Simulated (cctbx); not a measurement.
# PrFe2Sn2: solution and refinement

Cell a = 4.3330 Å, b = 4.3330 Å, c = 11.0580 Å, α = 90.00°, β = 90.00°, γ = 90.00°; space group I4/mmm (no. 139); content Pr2 Sn4 Fe4.

Simulated single-crystal data (cctbx): Mo Kα, λ = 0.71073 Å, to d = 0.8 Å, 80 % of the full sphere, strongest reflection 5000 counts, noise from counting, a 6 % proportional error and a noise floor of 4 counts (s.d.); no absorption.

Charge flipping in P1 on plain amplitudes to 0.8 Å, δ = 0.9 σ, 30 % of the reflections treated as weak, 200 cycles:

```text
cycle      R  skewness
    0  0.650     0.41
   16  0.415     1.83
   32  0.443     1.84
   48  0.396     3.81
   64  0.250     5.29
   80  0.274     5.20
   96  0.281     5.12
  112  0.264     5.09
  128  0.279     5.05
  144  0.272     5.03
  160  0.257     4.89
  176  0.275     4.91
  192  0.282     4.92
origin shift          correlation  skewness
 0.145  0.361  0.239      0.960      7.63
 0.151  0.356  0.424      0.946      6.64
 0.151  0.366  0.066      0.928      6.09
 0.150  0.364  0.297      0.910      3.85
taken: symmetry correlation 0.960, skewness 7.63
peak      x       y       z  mult  height/sigma
Q1    0.0000  0.0000  0.5000    2     16.9
Q2    0.0000  0.0000  0.1315    4     14.2
Q3    0.0000  0.5000  0.2500    4      5.0
Q4    0.0000  0.2905  0.5000    8      1.1
Q5    0.1774  0.1774  0.4568   16      0.7
Q6    0.0000  0.2708  0.1192   16      0.6
Q7    0.0000  0.0000  0.0000    2      0.6
Q8    0.1940  0.1940  0.1068   16      0.6
```

The origin is taken among those within 0.04 of the best correlation, by the skewness of the map.

It took 0.55 s on 1 thread of Arm Neoverse N1, with other jobs on the host, peak memory 0.07 GiB.

Q: Assign the peaks.

Heights go roughly as Z and multiplicities must add up to the content. First model: Q1 = Pr1 (2 in the cell, height 16.9), Q2 = Sn1 (4 in the cell, height 14.2) and Q3 = Fe1 (4 in the cell, height 5.0). Against the true structure, Q1 is Pr, Q2 is Sn and Q3 is Fe; the other peaks are not atoms.

Least squares on F², isotropic:

```text
Rint 0.058, 84 unique reflections to 0.80 A
cycle     R1     wR2    GooF  max shift (A)
   1  0.0605  0.1362   3.694   0.00294
   2  0.0151  0.0375   1.016   0.00000
final R1 0.0151 wR2 0.0375 GooF 1.016  parameters 4  data/parameter 21.0
atom        x        y        z      Ueq    occ   su(xyz)  su(Uiso or U11)
Pr1    0.00000  0.00000  0.50000   0.0138  1.000  0.00000  0.0003
Sn1    0.00000  0.00000  0.13123   0.0129  1.000  0.00007  0.0003
Fe1    0.00000  0.50000  0.25000   0.0200  1.000  0.00000  0.0004
difference map: max 1.17 min -1.20 rms 0.22
Q1    0.0000  0.0000  0.2319    4    1.17  1.11 A from Sn1
Q2    0.0000  0.2668  0.3641   16    0.73  1.62 A from Fe1
Q3    0.0000  0.0000  0.1211    4    0.54  0.11 A from Sn1
Q4    0.1498  0.1498  0.4417   16    0.51  1.12 A from Pr1
Q5    0.0000  0.0000  0.5000    2    0.46  0.00 A from Pr1
```

Anisotropic refinement:

```text
Rint 0.058, 84 unique reflections to 0.80 A
cycle     R1     wR2    GooF  max shift (A)
   1  0.0151  0.0375   1.036   0.00014
   2  0.0140  0.0351   0.971   0.00000
final R1 0.0140 wR2 0.0351 GooF 0.971  parameters 7  data/parameter 12.0
atom        x        y        z      Ueq    occ   su(xyz)  su(Uiso or U11)
Pr1    0.00000  0.00000  0.50000   0.0138  1.000  0.00000  0.0003
Sn1    0.00000  0.00000  0.13122   0.0128  1.000  0.00007  0.0003
Fe1    0.00000  0.50000  0.25000   0.0200  1.000  0.00000  0.0005
difference map: max 1.12 min -0.96 rms 0.20
Q1    0.0000  0.0000  0.2300    4    1.12  1.09 A from Sn1
Q2    0.0000  0.2643  0.3655   16    0.68  1.64 A from Fe1
Q3    0.1496  0.1496  0.4411   16    0.49  1.12 A from Pr1
Q4    0.0000  0.0000  0.1095    4    0.46  0.24 A from Sn1
Q5    0.0000  0.5000  0.1191    8    0.44  1.45 A from Fe1
Q6    0.1012  0.3230  0.0530   32    0.40  1.70 A from Sn1
```

**Reading.** The refinement ends at R1 = 0.0140, wR2 = 0.0351, GooF = 0.97, with difference density between -0.96 and 1.12 e/Å³. Every site matches the true model in element, within 0.001 Å r.m.s., up to an allowed shift of origin.

True model:

| atom | mult. | x | y | z | Ueq (Å²) |
| --- | --- | --- | --- | --- | --- |
| Pr1 | 2 | 0 | 0 | 0 | 0.0137 |
| Sn1 | 4 | 1/2 | 1/2 | 0.1312 | 0.0127 |
| Fe1 | 4 | 1/2 | 0 | 1/4 | 0.0198 |

The model was made for the exercise: a known structure type with other elements put in, its volume estimated, not relaxed; displacement parameters are assumed.

[Middle refinement cycles are left out of these outputs.]

[Logs are printed without paths, hosts, clocks, repeated set-up lines and the standing remarks that a program may print on its own settings, such as how far it seeks lower states.]
